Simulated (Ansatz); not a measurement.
# SnO (model cell, started as CsCl type): following an unstable mode

Aim: this structure of SnO (model cell, started as CsCl type) is to be tested for unstable modes, and one is followed downhill.

Main program and level: Ansatz 0.2.0; DFT PBEsol, scalar-relativistic, plane waves, PAW.

Most raw output is cut from this account.

The structure was built from a prototype and need not be the compound's stable phase.

### 1. The starting structure

Symmetry: Pm-3m, No. 221, cubic system. The conventional cell has a = 3.081 Å, b = 3.081 Å, c = 3.081 Å, α = 90.00°, β = 90.00°, γ = 90.00°. Nearest to Sn lie 8 O at 2.67 Å. O has 8 Sn at 2.67 Å nearest. Farther neighbours and most contacts between anions are not listed.

### 2. Response at finite wavevector

The cell comes from relaxations at this level that are not shown. Stability and thermal properties need the whole zone. Linear response on a 4×4×4 q mesh gives force constants as far as a supercell of that size would.

File input.yaml:

```yaml
crystal:
  lattice:
    - [3.0805550157, 0.0, 0.0]
    - [0.0, 3.0805550157, 0.0]
    - [0.0, 0.0, 3.0805550157]
  atoms:
    - { symbol: Sn, position: [0.0, 0.0, 0.0] }
    - { symbol: O, position: [0.5, 0.5, 0.5] }
kpoints:
  mp_grid: { grid: [12, 12, 12] }
hamiltonian:
  xc: pbesol
scf:
  occupations: { method: methfessel_paxton, width: 0.15 }
output:
  eigenvalues: true
phonons:
  method: dfpt
  qmesh: [4, 4, 4]
  temperatures: { t_max: 1000, t_step: 50 }
  qpath:
    path:
      - [[0.0, 0.0, 0.0], [0.0, 0.5, 0.0], [0.5, 0.5, 0.0], [0.0, 0.0, 0.0], [0.5, 0.5, 0.5], [0.0, 0.5, 0.0]]
      - [[0.5, 0.5, 0.5], [0.5, 0.5, 0.0]]
    npoints: 10
```

Run with:

```bash
> ansatz run input.yaml --threads 4 --pin off --max-ram 7168MiB --backend cpu --events-out ev --progress --plain --runs-dir out
```

The job ended after 2.5 min (4 threads of Arm Neoverse V2, shared host; peak memory 1.3 GiB).

Numbers from this step:

```yaml
volume_per_atom: 14.62 Å³
gap_on_the_k_mesh: 0 eV
sum_rule_residual_before_enforcement: 1.05e-4 eV/Å²
lowest_frequency_on_the_path: -282.8 cm⁻¹
point_group: m-3m
highest_frequency_on_the_path_or_at_a_solved_wavevector: 329.7 cm⁻¹
highest_optical_mode_at_the_zone_centre_no_lo_to_term: -268.7 cm⁻¹
lowest_optical_zone_centre_mode: -268.7 cm⁻¹
lowest_mode_on_the_q_mesh_acoustic_modes_at_gamma_apart: -282.8 cm⁻¹
```

Frequencies (cm⁻¹) solved at each irreducible wavevector; negative means imaginary. Frequencies by wavevector, by row:

```tsv
q in reciprocal lattice units	star	mode 1	mode 2	mode 3	mode 4	mode 5	mode 6
0 0 0	1	-268.7	-268.7	-268.7	0	0	0
0 0 0.25	6	-187.5	-187.5	-25.6	-25.6	130.4	268
0 0 -0.5	3	-96.5	-96.5	44.3	44.3	187.8	322.9
0 0.25 0.25	12	-264.8	-166.4	-57.3	105.4	118.8	255
0 0.25 -0.5	12	-153.4	-108.6	-104.7	-83	168.2	174
0 -0.5 -0.5	3	-282.8	-282.8	-166.7	-121	146.8	146.8
0.25 0.25 0.25	8	-122.8	-122.8	-95.5	111.5	111.5	158
0.25 0.25 -0.5	12	-221.7	-146	44.2	143.5	157.1	203.7
0.25 -0.5 -0.5	6	28.8	55.5	55.5	162.3	164.3	164.3
-0.5 -0.5 -0.5	1	121.5	121.5	121.5	255.1	255.1	255.1
```

Interpolated from a 4×4×4 q mesh. Phonon branches along the path, in cm⁻¹:

```tsv
point	branch 1	branch 2	branch 3	branch 4	branch 5	branch 6
Γ	-269	-269	-269	0	0	0
halfway	-188	-188	-26	-26	130	268
X	-96	-96	44	44	188	323
halfway	-153	-109	-105	-83	168	174
M	-283	-283	-167	-121	147	147
halfway	-265	-166	-57	105	119	255
Γ	-269	-269	-269	0	0	0
halfway	-123	-123	-96	112	112	158
R	122	122	122	255	255	255
halfway	-222	-146	44	144	157	204
X	-96	-96	44	44	188	323
jump to R	122	122	122	255	255	255
halfway	29	56	56	162	164	164
M	-283	-283	-167	-121	147	147
```

Symmetry leaves 10 wavevectors to solve. The lowest mode among them, the acoustic zeros apart, lies at q = (0, -0.5, -0.5) and is imaginary, 282.8i cm⁻¹, so the energy falls along it.

### 3. The mode frozen in, largest atomic shift 0 Å

The mode followed lies at q = (0, -0.5, -0.5) with frequency 282.8i cm⁻¹ and is 2-fold degenerate, the softest among the wavevectors solved. At small amplitude the distorted cell has space group no. 65 by a symmetry search on the positions. The undistorted cell that holds it gives the zero of energy on the same k mesh.

System of this step: SnO (model cell, started as CsCl type). It takes space group Pm-3m (No. 221, cubic). The conventional cell has a = 3.081 Å, b = 3.081 Å, c = 3.081 Å, α = 90.00°, β = 90.00°, γ = 90.00°. Nearest to Sn lie 8 O at 2.67 Å. Nearest to O lie 8 Sn at 2.67 Å. Farther neighbours and most contacts between anions are not listed.

File input.yaml:

```yaml
crystal:
  lattice:
    - [-3.0805550157, 0.0, 0.0]
    - [0.0, -3.0805550157, -3.0805550157]
    - [0.0, -3.0805550157, 3.0805550157]
  atoms:
    - { symbol: Sn, position: [0.0, 0.0, 0.0] }
    - { symbol: Sn, position: [0.0, 0.5, 0.5] }
    - { symbol: O, position: [0.5, 0.0, 0.5] }
    - { symbol: O, position: [0.5, 0.5, 0.0] }
kpoints:
  mp_grid: { grid: [12, 8, 8] }
hamiltonian:
  xc: pbesol
scf:
  occupations: { method: methfessel_paxton, width: 0.15 }
output:
  forces: true
  stress: true
  eigenvalues: true
```

The job ended after 1.6 s (4 threads; peak memory 0.41 GiB).

Numbers from this step:

```yaml
pressure: 0.01870 GPa
energy_from_the_undistorted_cell: 0 meV/atom
```

The run ends at a pressure of 0.02 GPa.

### 4. The mode frozen in, largest atomic shift 0.22 Å

The atoms are moved along the unstable eigenvector, the largest shift by 0.22 Å, with the cell fixed.

input.yaml, the sections that differ from step 3:

```yaml
crystal:
  lattice:
    - [-3.0805550157, 0.0, 0.0]
    - [0.0, -3.0805550157, -3.0805550157]
    - [0.0, -3.0805550157, 3.0805550157]
  atoms:
    - { symbol: Sn, position: [0.0, 0.0026187378, -0.0026187378] }
    - { symbol: Sn, position: [0.0, 0.4973812622, 0.5026187378] }
    - { symbol: O, position: [0.5, 0.0357078512, 0.5357078512] }
    - { symbol: O, position: [0.5, 0.4642921488, -0.0357078512] }
# kpoints, hamiltonian, scf, output: as in step 3
```

It took 2.4 s on 4 threads; peak memory 0.44 GiB; 8.9 s of CPU time.

This step gave:

| Property | Result |
| --- | --- |
| pressure | 0.6342 GPa |
| energy from the undistorted cell | -34.36 meV/atom |

The energy, extrapolated to zero smearing, is -34.36 meV/atom against the undistorted cell.

The run ends at a pressure of 0.63 GPa, with forces up to 0.50 eV/Å.

### 5. Energy along the mode, all amplitudes (two of the runs are shown above)

An imaginary frequency means negative curvature, so the energy should fall and then rise again as anharmonic terms take over.

This step gave:

| Item | Value |
| --- | --- |
| depth at the lowest point sampled | 34.36 meV/atom |
| largest atomic shift at that point | 0.22 Å |

The energy from the parent by largest atomic shift:

```tsv
largest atomic shift (Å)	energy from the parent (meV/atom)
0.000	0
0.040	-1.97
0.080	-7.38
0.140	-19.2
0.220	-34.4
0.320	-34.1
0.450	40.2
```

Displacement at unit largest shift by atom:

```tsv
atom	x (Å)	y (Å)	z (Å)	size
Sn1	0.00	0.00	-0.07	0.07
Sn2	0.00	0.00	0.07	0.07
O3	0.00	-1.00	0.00	1.00
O4	0.00	1.00	0.00	1.00
```

The lowest of the steps tried is at 0.22 Å, 34.4 meV/atom below the parent; the bottom of the well need not coincide with a step.

### 6. Relaxation from the frozen mode

Starting from the lowest point found, all atoms and the cell are let go, so that strain and other modes of the same symmetry can join in.

Edit input.yaml of step 4 so:

```diff
@@ -20 +20,6 @@
   eigenvalues: true
+relax:
+  adjacent_minimum: "off"
+  f_tol: 0.002
+  max_steps: 120
+  cell: { stress_tol: 0.03 }
```

Elapsed: 50 s, on 4 threads; peak memory 0.49 GiB.

The steps of the relaxation:

```tsv
step	energy less that of the first step (eV)	largest force component (eV/Å)	pressure (GPa)	volume (Å³)
1	0.0000	0.5033	0.63	58.47
2	-0.0791	0.7102	-0.79	60.53
3	-0.2097	0.3001	0.74	61.74
4	-0.2035	0.3809	-2.01	63.44
5	-0.2232	0.0251	0.40	61.90
6	-0.2227	0.0185	-0.07	62.23
7	-0.2225	0.0146	0.04	62.28
8	-0.2227	0.0002	0.00	62.24
9*	-0.2614	0.0084	0.72	62.24
10	-0.2656	0.0338	0.34	63.09
11	-0.2644	0.0020	-0.08	63.70
12	-0.2648	0.0003	-0.01	63.58
13	-0.2649	0.0003	0.00	63.56
14*	-0.2699	0.0018	0.11	63.56
15	-0.2694	0.0054	0.00	63.77
16	-0.2693	0.0112	0.05	63.79
17	-0.2694	0.0003	0.00	63.79
18*	-0.2701	0.0006	0.01	63.79
19	-0.2700	0.0007	0.00	63.82
20*	-0.2701	0.0007	0.00	63.82
```

Relaxation steps marked * repeat the geometry before them on a plane-wave basis chosen anew for their cell, so energy and pressure can jump there. Relaxation steps 4, 16 were tried and not accepted.

Forces are held to the 8 operations that the run works with; a distortion that breaks them can't arise in this run.

```tsv
cell as run	before	after	change
a (Å)	3.081	2.938	-4.6 %
b (Å)	4.357	4.674	+7.3 %
c (Å)	4.357	4.674	+7.3 %
α (°)	90.00	83.86	-6.8 %
volume (Å³/atom)	14.62	15.95	+9.2 %
```

The atoms that moved most (Å, as changes of fractional coordinates times the final cell):

```tsv
atom	dx	dy	dz	length
O4	0.000	0.252	0.000	0.252
O3	0.000	-0.252	0.000	0.252
Sn2	0.000	0.000	0.109	0.109
Sn1	0.000	0.000	-0.109	0.109
```

This step gave:

```
pressure        : 0.001950 GPa
volume per atom : 15.95 Å³
```

The distorted start has space group Cmmm; the relaxation ends in Cmmm.

### 7. The new phase in its own primitive cell

The relaxed structure is symmetrised, reduced to its primitive cell and relaxed tightly, as its phonons need.

input.yaml, the sections that differ from step 6:

```yaml
crystal:
  lattice:
    - [3.1235102797, -3.4773394612, 0.0]
    - [3.1235102797, 3.4773394612, 0.0]
    - [0.0, 0.0, 2.9378134181]
  atoms:
    - { symbol: Sn, position: [0.2299607811, 0.2299607811, 0.0] }
    - { symbol: Sn, position: [0.7700392189, 0.7700392189, 0.0] }
    - { symbol: O, position: [0.8219978576, 0.1780021424, 0.5] }
    - { symbol: O, position: [0.1780021424, 0.8219978576, 0.5] }
kpoints:
  mp_grid: { grid: [8, 8, 12] }
relax:
  adjacent_minimum: "off"
  f_tol: 0.001
  max_steps: 60
  cell: { stress_tol: 0.01 }
# hamiltonian, scf, output: as in step 6
```

Wall time 5.9 s (4 threads); peak memory 0.49 GiB; 23 s of CPU time.

Little changed from the start: no atom moved by 0.005 Å and no cell edge by 0.1 %.

Numbers from this step:

- pressure: 0.001951 GPa

The largest force component left is 0.69 meV/Å and the pressure is 0.002 GPa, within the tolerances set. The cell now holds 15.95 Å³/atom.

### 8. Modes of the new phase, k-mesh 8×8×12

A relaxed structure may still be a saddle point, so its zone-centre modes are computed. No field response is asked, since the mesh shows no gap.

Edit input.yaml of step 7 so:

```diff
@@ -17,9 +17,4 @@
 output:
-  forces: true
-  stress: true
   eigenvalues: true
-relax:
-  adjacent_minimum: "off"
-  f_tol: 0.001
-  max_steps: 60
-  cell: { stress_tol: 0.01 }
+phonons:
+  method: dfpt
```

The job ended after 56 s (4 threads; peak memory 1.4 GiB).

This step gave:

- sum-rule residual before enforcement: 4.28e-5 eV/Å²
- point group: mmm
- highest optical mode at the zone centre (no LO-TO term): 446.4 cm⁻¹
- lowest optical zone-centre mode: -199.1 cm⁻¹

Patterns of degenerate modes are one choice out of their space. The modes at Γ (shares of kinetic energy by element, %) (negative means imaginary):

```tsv
mode	frequency (cm⁻¹)	symmetry	Sn %	O %
1	-199.1	B1g	5	95
2	-189.0	B1u	12	88
3	-155.0	B3g	0	100
4	-84.2	B2g	100	0
5	0.0	acoustic	88	12
6	0.0	acoustic	88	12
7	0.0	acoustic	88	12
8	36.7	B3u	12	88
9	90.7	B1g	95	5
10	197.5	Ag	100	0
11	225.9	B2u	12	88
12	446.4	Ag	0	100
```

Displacements in mode 1 (-199.1 cm⁻¹), the largest set to 1:
```
Sn1  0.00  0.08  0.00
Sn2  0.00 -0.08  0.00
O3   1.00  0.00  0.00
O4  -1.00  0.00  0.00
```

Displacements in mode 12 (446.4 cm⁻¹), the largest set to 1:
```
Sn1  0.00  0.00  0.00
Sn2  0.00  0.00  0.00
O3   0.00 -1.00  0.00
O4   0.00  1.00  0.00
```

Before it was imposed, the acoustic sum rule was missed by 4.3e-5 eV/Å². Small misses are needed for a sound result but don't prove that mesh and cutoff are converged. The lowest optical mode is imaginary, 199.1i cm⁻¹, so the energy falls along it.

### 9. What came out

| Item | Value |
| --- | --- |
| unstable mode of the parent | q = (0, -0.5, -0.5), 283i cm⁻¹ |
| depth at the lowest point sampled | 34.4 meV/atom |
| largest atomic shift at that point | 0.22 Å |
| space group reached (within 0.01 Å) | Cmmm |
| energy gained over the parent (first relaxation, on the mesh of the frozen mode) | 102 meV/atom |
| volume per atom, phase reached | 16.0 Å³ |
| lowest optical zone-centre mode, phase reached | -199 cm⁻¹ |
| highest optical mode at the zone centre (no LO-TO term), phase reached | 446 cm⁻¹ |

**Reading.** Along this mode the structure falls into Cmmm, 102 meV/atom below the parent. At the parent's cell the well is 34.36 meV/atom deep on the steps tried, with its lowest point at a shift of 0.22 Å. Relaxing atoms and cell changes the gain by +67.40 meV/atom against the lowest step (energies at zero smearing). Most of the total comes from this relaxation. The new phase still has an imaginary mode at the zone centre of its cell, so it is a saddle point on the way to a lower structure. Of the 6 patterns followed to their end from this parent, this one ends 289 meV/atom above the lowest, R3m. Each path keeps the symmetry of its pattern, so a lower phase may lie along a pattern not tried. With no gap, or one that is small against the smearing, the frequencies hang on the k mesh and the smearing, most of all near Kohn anomalies. A semilocal functional can close a gap that the real compound would have, so the metallic treatment may be an artefact of the level. Spin-orbit coupling is left out, which can matter for the heavy elements here. The starting cell was built on a prototype and not taken from a measurement, so the phase need not exist.

[Logs are printed without paths, hosts, clocks, repeated set-up lines and the standing remarks that a program may print on its own settings, such as how far it seeks lower states.]

[Hosts, paths, dates, database ids (printed as entryN), source tags and the programs' standing remarks are cut or masked in the printed files.]
